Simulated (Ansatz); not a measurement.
# Lattice dynamics of TaCd3 (built on the sites of a database entry of NbCd3)

Wanted: phonon frequencies of TaCd3 (built on the sites of a database entry of NbCd3) and what follows from them.

Main program and level: Ansatz 0.2.0; DFT r2SCAN, scalar-relativistic, plane waves, PAW.

This is a report of a sequence of runs, with most program output left out.

The structure was built from a prototype and need not be the compound's stable phase.

## 1. Set-up

Symmetry: Pm-3m, No. 221, cubic system. Conventional cell: a = 4.257 Å, b = 4.257 Å, c = 4.257 Å, α = 90.00°, β = 90.00°, γ = 90.00°. Ta has 12 Cd at 3.01 Å nearest. Nearest to Cd lie 4 Ta at 3.01 Å and 8 Cd at 3.01 Å. Farther neighbours are not listed.

Coordinates:

```cif
data_structure
_symmetry_space_group_name_H-M 'Pm-3m'
_symmetry_Int_Tables_number 221
_cell_length_a 4.2566
_cell_length_b 4.2566
_cell_length_c 4.2566
_cell_angle_alpha 90.000
_cell_angle_beta 90.000
_cell_angle_gamma 90.000
_cell_volume 77.13
loop_
_atom_site_label
_atom_site_type_symbol
_atom_site_symmetry_multiplicity
_atom_site_Wyckoff_symbol
_atom_site_fract_x
_atom_site_fract_y
_atom_site_fract_z
_atom_site_occupancy
Ta1 Ta 1 a 0.00000 0.00000 0.00000 1
Cd1 Cd 3 c 0.00000 0.50000 0.50000 1
```

## 2. Relaxation

Harmonic phonons are second derivatives at a point where the forces vanish, and they are wanted at zero stress, so atoms and cell are relaxed first.

Input file input.yaml:

```yaml
crystal:
  lattice:
    - [4.25664, 0.0, 0.0]
    - [0.0, 4.25664, 0.0]
    - [0.0, 0.0, 4.25664]
  atoms:
    - { symbol: Ta, position: [0.0, 0.0, 0.0] }
    - { symbol: Cd, position: [0.0, 0.5, 0.5] }
    - { symbol: Cd, position: [0.5, 0.0, 0.5] }
    - { symbol: Cd, position: [0.5, 0.5, 0.0] }
kpoints:
  mp_grid: { grid: [8, 8, 8] }
hamiltonian:
  xc: r2scan
scf:
  occupations: { method: gaussian, width: 0.1 }
output:
  forces: true
  stress: true
  eigenvalues: true
relax:
  adjacent_minimum: "off"
  f_tol: 0.005
  max_steps: 80
  cell: { stress_tol: 0.05 }
```

On the command line:

```bash
$ ansatz run input.yaml --threads 8 --pin off --max-ram 14336MiB --backend cpu --events-out ev --progress --plain --runs-dir out
```

It took 7.6 s on 8 threads of Arm Neoverse V1, shared host; peak memory 0.7 GiB.

Little changed from the start: no atom moved by 0.005 Å and no cell edge by 0.1 %.

Numbers from this step:

| Property | Result |
| --- | --- |
| pressure | 3.97e-4 GPa |
| volume per atom | 19.30 Å³ |
| gap on the k-mesh | 0 eV |

In this step the volume went from 19.28 to 19.30 Å³/atom.

## 3. Relaxing to small forces for the phonons

Phonons need a cell at rest on their own settings, so the relaxation is repeated with tight tolerances on forces and stress, using the mesh and the filling of the phonon run that follows.

input.yaml, the sections that differ from step 2:

```yaml
crystal:
  lattice:
    - [4.2580480829, 0.0, 0.0]
    - [0.0, 4.2580480829, 0.0]
    - [0.0, 0.0, 4.2580480829]
  atoms:
    - { symbol: Ta, position: [0.0, 0.0, 0.0] }
    - { symbol: Cd, position: [0.0, 0.5, 0.5] }
    - { symbol: Cd, position: [0.5, 0.0, 0.5] }
    - { symbol: Cd, position: [0.5, 0.5, 0.0] }
scf:
  occupations: { method: methfessel_paxton, width: 0.15 }
relax:
  adjacent_minimum: "off"
  f_tol: 0.001
  max_steps: 60
  cell: { stress_tol: 0.01 }
# kpoints, hamiltonian, output: as in step 2
```

Wall time 8.2 s (8 threads); peak memory 0.7 GiB.

Little changed from the start: no atom moved by 0.005 Å and no cell edge by 0.1 %.

Numbers from this step:

```yaml
pressure: 2.39e-4 GPa
```

The forces vanish by symmetry and the pressure is 0.000 GPa, within the tolerances set. The cell now holds 19.30 Å³/atom.

## 4. Modes at Γ

The zone centre comes first: it holds the modes that light can see, as far as symmetry allows. No field response is asked, since the mesh shows no gap.

input.yaml, the sections that differ from step 3:

```yaml
crystal:
  lattice:
    - [4.2578720579, 0.0, 0.0]
    - [0.0, 4.2578720579, 0.0]
    - [0.0, 0.0, 4.2578720579]
  atoms:
    - { symbol: Ta, position: [0.0, 0.0, 0.0] }
    - { symbol: Cd, position: [0.0, 0.5, 0.5] }
    - { symbol: Cd, position: [0.5, 0.0, 0.5] }
    - { symbol: Cd, position: [0.5, 0.5, 0.0] }
output:
  eigenvalues: true
phonons:
  method: dfpt
# kpoints, hamiltonian, scf: as in step 3
# relax: removed
```

The job ended after 1.9 min (8 threads; peak memory 2.7 GiB).

This step gave:

```yaml
sum_rule_residual_before_enforcement: 2.16e-4 eV/Å²
point_group: m-3m
highest_optical_mode_at_the_zone_centre_no_lo_to_term: 166.9 cm⁻¹
lowest_optical_zone_centre_mode: 107.6 cm⁻¹
```

Patterns of degenerate modes are one choice out of their space. The modes at Γ (shares of kinetic energy by element, %):

```csv
mode,frequency (cm⁻¹),symmetry,Ta %,Cd %
1,0.0,acoustic,35,65
2,0.0,acoustic,35,65
3,0.0,acoustic,35,65
4,107.6,T2u,0,100
5,107.6,T2u,0,100
6,107.6,T2u,0,100
7,116.3,T1u,38,62
8,116.3,T1u,38,62
9,116.3,T1u,38,62
10,166.9,T1u,27,73
11,166.9,T1u,27,73
12,166.9,T1u,27,73
```

Displacements in mode 6 (107.6 cm⁻¹), the largest set to 1:
```
Ta1  0.00  0.00  0.00
Cd2  0.00  1.00  0.24
Cd3 -0.13  0.00 -0.24
Cd4  0.13 -1.00  0.00
```

Displacements in mode 10 (166.9 cm⁻¹), the largest set to 1:
```
Ta1  0.00 -0.21 -0.77
Cd2  0.00  0.27  1.00
Cd3  0.00 -0.20  1.00
Cd4  0.00  0.27 -0.76
```

Before it was imposed, the acoustic sum rule was missed by 2.2e-4 eV/Å². Small misses are needed for a sound result but don't prove that mesh and cutoff are converged. The lowest optical mode is real, 108 cm⁻¹.

## 5. The dispersion

Stability and thermal properties need the whole zone. Linear response on a 2×2×2 q mesh gives force constants as far as a supercell of that size would.

Changes to input.yaml since step 4:

```diff
@@ -20 +20,8 @@
   method: dfpt
+  qmesh: [2, 2, 2]
+  temperatures: { t_max: 1000, t_step: 50 }
+  qpath:
+    path:
+      - [[0.0, 0.0, 0.0], [0.0, 0.5, 0.0], [0.5, 0.5, 0.0], [0.0, 0.0, 0.0], [0.5, 0.5, 0.5], [0.0, 0.5, 0.0]]
+      - [[0.5, 0.5, 0.5], [0.5, 0.5, 0.0]]
+    npoints: 10
```

Elapsed: 8.4 min, on 8 threads; peak memory 2.7 GiB.

Numbers from this step:

```
lowest frequency on the path                            : 0 cm⁻¹
highest frequency on the path or at a solved wavevector : 174.5 cm⁻¹
mean frequency                                          : 114.3 cm⁻¹
Debye temperature (second moment)                       : 221 K
logarithmic mean frequency                              : 109.2 cm⁻¹
lowest mode on the q mesh (acoustic modes at Γ apart)   : 72.1 cm⁻¹
zero-point energy per atom                              : 21.26 meV
heat capacity at 300 K                                  : 24.28 J/(mol atoms K)
vibrational entropy at 300 K                            : 41.42 J/(mol atoms K)
```

Frequencies (cm⁻¹) solved at each irreducible wavevector; negative means imaginary. Frequencies by wavevector, by row:

| q in reciprocal lattice units | star | mode 1 | mode 2 | mode 3 | mode 4 | mode 10 | mode 11 | mode 12 |
| --- | --- | --- | --- | --- | --- | --- | --- | --- |
| 0 0 0 | 1 | 0 | 0 | 0 | 107.6 | 166.9 | 166.9 | 166.9 |
| 0 0 -0.5 | 3 | 84.3 | 84.3 | 86.2 | 86.2 | 141.2 | 147.4 | 147.4 |
| 0 -0.5 -0.5 | 3 | 79.5 | 79.5 | 83.5 | 84.8 | 147.9 | 147.9 | 156 |
| -0.5 -0.5 -0.5 | 1 | 72.1 | 72.1 | 72.1 | 72.7 | 174.5 | 174.5 | 174.5 |

Interpolated from a 2×2×2 q mesh, rough between the solved points. The phonon branches at the labelled points (cm⁻¹):

```
    point  branch 1  branch 2  branch 3  branch 4  branch 9  branch 10  branch 11  branch 12
        Γ         0         0         0       108       116        167        167        167
  halfway        49        49        68       105       123        157        161        161
        X        84        84        86        86       141        141        147        147
  halfway        78        79        96        98       141        142        148        152
        M        80        80        84        85       146        148        148        156
  halfway        50        68        97       102       136        155        156        156
        Γ         0         0         0       108       116        167        167        167
  halfway        62        62        98        99       127        158        160        160
        R        72        72        72        73       169        174        174        174
  halfway        80        82        84        87       148        154        160        165
        X        84        84        86        86       141        141        147        147
jump to R        72        72        72        73       169        174        174        174
  halfway        77        77        79        85       161        165        165        168
        M        80        80        84        85       146        148        148        156
```

The phonon density of states has structure finer than the step of the table below, so its rows give means over 10 cm⁻¹, whole bins alone (the curve runs from 1 to 175 cm⁻¹). Peaks (cm⁻¹: height): 75.0: 0.114, 101.0: 0.166, 109.0: 0.177, 157.0: 0.215.

Tetrahedra on a 16×16×16 mesh, mean over bins of 2 cm-1. Interpolated from a 2×2×2 q mesh, rough between the solved points. The phonon density of states by wavenumber; means over each step:

wavenumber (cm⁻¹), phonon density of states (1/cm⁻¹/cell) and a bar:
```
       10      0.000 
       20      0.002 
       30      0.005 #
       40      0.009 ##
       50      0.017 ###
       60      0.030 #####
       70      0.065 ############
       80      0.103 ###################
       90      0.140 ##########################
      100      0.156 #############################
      110      0.135 #########################
      120      0.090 #################
      130      0.075 ##############
      140      0.060 ###########
      150      0.115 #####################
      160      0.162 ##############################
      170      0.034 ######
```

Phonopy on the run's constants, 13x13x13 mesh, Gaussian sigma 2.0 cm-1. Interpolated from a 2×2×2 q mesh, rough between the solved points. Table of partial phonon density of states by wavenumber; read off at these points; values in 1/cm⁻¹/cell:

| wavenumber (cm⁻¹) | Cd | Ta |
| --- | --- | --- |
| -5.0 | 1.0e-5 | 0 |
| 0.0 | 1.8e-4 | 1.0e-4 |
| 5.0 | 1.0e-5 | 0 |
| 10.0 | 1.0e-5 | 1.0e-5 |
| 15.0 | 0.00108 | 5.8e-4 |
| 20.0 | 0.00126 | 6.6e-4 |
| 25.0 | 0.00113 | 5.9e-4 |
| 30.0 | 0.00356 | 0.00186 |
| 35.0 | 0.00558 | 0.00288 |
| 40.0 | 0.00329 | 0.00168 |
| 45.0 | 0.0109 | 0.00554 |
| 50.0 | 0.00804 | 0.00407 |
| 55.0 | 0.0170 | 0.00855 |
| 60.0 | 0.0184 | 0.00910 |
| 65.0 | 0.0283 | 0.0145 |
| 70.0 | 0.0370 | 0.0207 |
| 75.0 | 0.0634 | 0.0428 |
| 80.0 | 0.0647 | 0.0393 |
| 85.0 | 0.0772 | 0.0267 |
| 90.0 | 0.116 | 0.0325 |
| 95.0 | 0.116 | 0.0392 |
| 100.0 | 0.116 | 0.0411 |
| 105.0 | 0.115 | 0.0325 |
| 109.0 | 0.125 | 0.0266 |
| 110.0 | 0.123 | 0.0252 |
| 115.0 | 0.0789 | 0.0194 |
| 120.0 | 0.0720 | 0.0209 |
| 125.0 | 0.0610 | 0.0195 |
| 130.0 | 0.0609 | 0.0184 |
| 135.0 | 0.0539 | 0.0152 |
| 140.0 | 0.0453 | 0.0120 |
| 145.0 | 0.0506 | 0.0118 |
| 150.0 | 0.0891 | 0.0243 |
| 155.0 | 0.144 | 0.0392 |
| 156.6 | 0.155 | 0.0437 |
| 157.9 | 0.150 | 0.0446 |
| 160.0 | 0.125 | 0.0401 |
| 165.0 | 0.0636 | 0.0200 |
| 170.0 | 0.0246 | 0.00810 |
| 175.0 | 0.00453 | 0.00158 |
| 180.0 | 3.0e-5 | 6.7e-6 |
| 185.0 | 0 | 0 |

Harmonic thermodynamic functions per atom, from the density of states. Interpolated from a 2×2×2 q mesh, rough between the solved points. Thermodynamic functions, by row:

```csv
T (K),F_vib (meV/atom),S (J/mol-atom/K),C_V (J/mol-atom/K)
0,21.26,0,0
50,20.47,5.405,11.32
100,14.73,16.47,19.83
200,-10.93,31.71,23.49
300,-49.14,41.42,24.28
400,-95.88,48.45,24.57
500,-149,53.95,24.7
600,-207.4,58.46,24.77
700,-270,62.28,24.82
800,-336.3,65.59,24.85
900,-405.8,68.52,24.87
1000,-478.2,71.14,24.88
```

Harmonic mean-square displacement, third of the trace. Interpolated from a 2×2×2 q mesh, rough between the solved points. Mean square displacements, by row:

```
T (K)  Ta1 U_eq (Å²)  Cd2 U_eq (Å²)  Cd3 U_eq (Å²)  Cd4 U_eq (Å²)
    0        9.60e-4        0.00143        0.00143        0.00143
  100        0.00184        0.00253        0.00253        0.00253
  300        0.00494        0.00668        0.00668        0.00668
  600        0.00977        0.01318        0.01318        0.01318
```

Symmetry leaves 4 wavevectors to solve. The lowest mode among them, the acoustic zeros apart, lies at q = (-0.5, -0.5, -0.5) and is real, 72.1 cm⁻¹.

## 6. Another isotope

An isotope changes the mass and not the force constants, so no new electronic calculation is needed; the shifts show which modes move this element.

The same force constants with the mass of Cd changed from 112.414 to 115.905 u (phonopy, no LO-TO term). Both lists are sorted by frequency; levels can cross, so a row need not hold one and the same mode. Modes under 3 cm⁻¹ are left out. Isotope shifts, by row, the first 40 of 45 rows:

```
             q  rank  natural mass (cm⁻¹)  changed mass (cm⁻¹)
         0 0 0     4                107.6                  106
         0 0 0     5                107.6                  106
         0 0 0     6                107.6                  106
         0 0 0     7                116.3                115.2
         0 0 0     8                116.3                115.2
         0 0 0     9                116.3                115.2
         0 0 0    10                166.9                165.1
         0 0 0    11                166.9                165.1
         0 0 0    12                166.9                165.1
      0 0 -0.5     1                84.33                83.64
      0 0 -0.5     2                84.33                83.64
      0 0 -0.5     3                86.19                84.88
      0 0 -0.5     4                86.19                84.88
      0 0 -0.5     5                105.5                105.5
      0 0 -0.5     6                  116                114.2
      0 0 -0.5     7                  121                119.2
      0 0 -0.5     8                133.5                131.5
      0 0 -0.5     9                141.2                139.1
      0 0 -0.5    10                141.2                139.1
      0 0 -0.5    11                147.4                146.4
      0 0 -0.5    12                147.4                146.4
   0 -0.5 -0.5     1                79.52                79.05
   0 -0.5 -0.5     2                79.52                79.05
   0 -0.5 -0.5     3                 83.5                82.24
   0 -0.5 -0.5     4                84.83                83.54
   0 -0.5 -0.5     5                112.9                111.2
   0 -0.5 -0.5     6                119.5                117.7
   0 -0.5 -0.5     7                119.5                117.7
   0 -0.5 -0.5     8                125.6                125.6
   0 -0.5 -0.5     9                146.5                144.2
   0 -0.5 -0.5    10                147.9                146.5
   0 -0.5 -0.5    11                147.9                146.5
   0 -0.5 -0.5    12                  156                153.6
-0.5 -0.5 -0.5     1                 72.1                71.57
-0.5 -0.5 -0.5     2                 72.1                71.57
-0.5 -0.5 -0.5     3                 72.1                71.81
-0.5 -0.5 -0.5     4                72.67                71.81
-0.5 -0.5 -0.5     5                72.67                71.81
-0.5 -0.5 -0.5     6                87.14                85.82
-0.5 -0.5 -0.5     7                87.14                85.82
```

A mode of this element alone would shift by -1.52 %. The highest zone-centre frequency without the field goes from 166.9 to 165.1 cm⁻¹ (-1.1 %). The product of the frequency ratios over all optical modes at Γ is 0.898; the product rule, (m/m′)^(3k/2) (M′/M)^(3/2) with k = 3 such atoms and M the mass of the cell, gives 0.898.

## 7. Results

```json
{"space group after relaxation (within 0.01 Å)": "Pm-3m", "volume per atom": "19.3 Å³", "electronic character": "no gap on this mesh", "highest optical mode at the zone centre (no LO-TO term)": "167 cm⁻¹", "lowest optical zone-centre mode": "108 cm⁻¹", "lowest mode on the q mesh (acoustic modes at Γ apart)": "72.1 cm⁻¹", "highest frequency on the path or at a solved wavevector": "174 cm⁻¹", "zero-point energy per atom": "21.3 meV", "heat capacity at 300 K": "24.3 J/(mol atoms K)", "vibrational entropy at 300 K": "41.4 J/(mol atoms K)", "Debye temperature (second moment)": "221 K", "imaginary modes on the 2×2×2 q mesh": "none"}
```

In words: The structure is a minimum as far as tested: no mode is imaginary at the 4 irreducible wavevectors of the 2×2×2 mesh, and the softest away from the acoustic zeros lies at 72 cm⁻¹. The optical modes at Γ span 108 to 167 cm⁻¹. The highest mode in this list at Γ, 166.9 cm⁻¹, is mostly motion of Cd (73 % of the kinetic energy). The q mesh stands for a supercell only 8.5 Å across, so branches between the solved wavevectors are rough. With no gap, or one that is small against the smearing, the frequencies hang on the k mesh and the smearing, most of all near Kohn anomalies. The phonon runs are without spin polarisation, although the cell has an odd electron count. Spin-orbit coupling is left out, which can matter for the heavy elements here. The starting cell was built on a prototype and not taken from a measurement, so the phase need not exist. These are harmonic frequencies at zero temperature: anharmonic shifts, linewidths and thermal expansion are left out.

[Logs are printed without paths, hosts, clocks, repeated set-up lines and the standing remarks that a program may print on its own settings, such as how far it seeks lower states.]

[Hosts, paths, dates, database ids (printed as entryN), source tags and the programs' standing remarks are cut or masked in the printed files.]
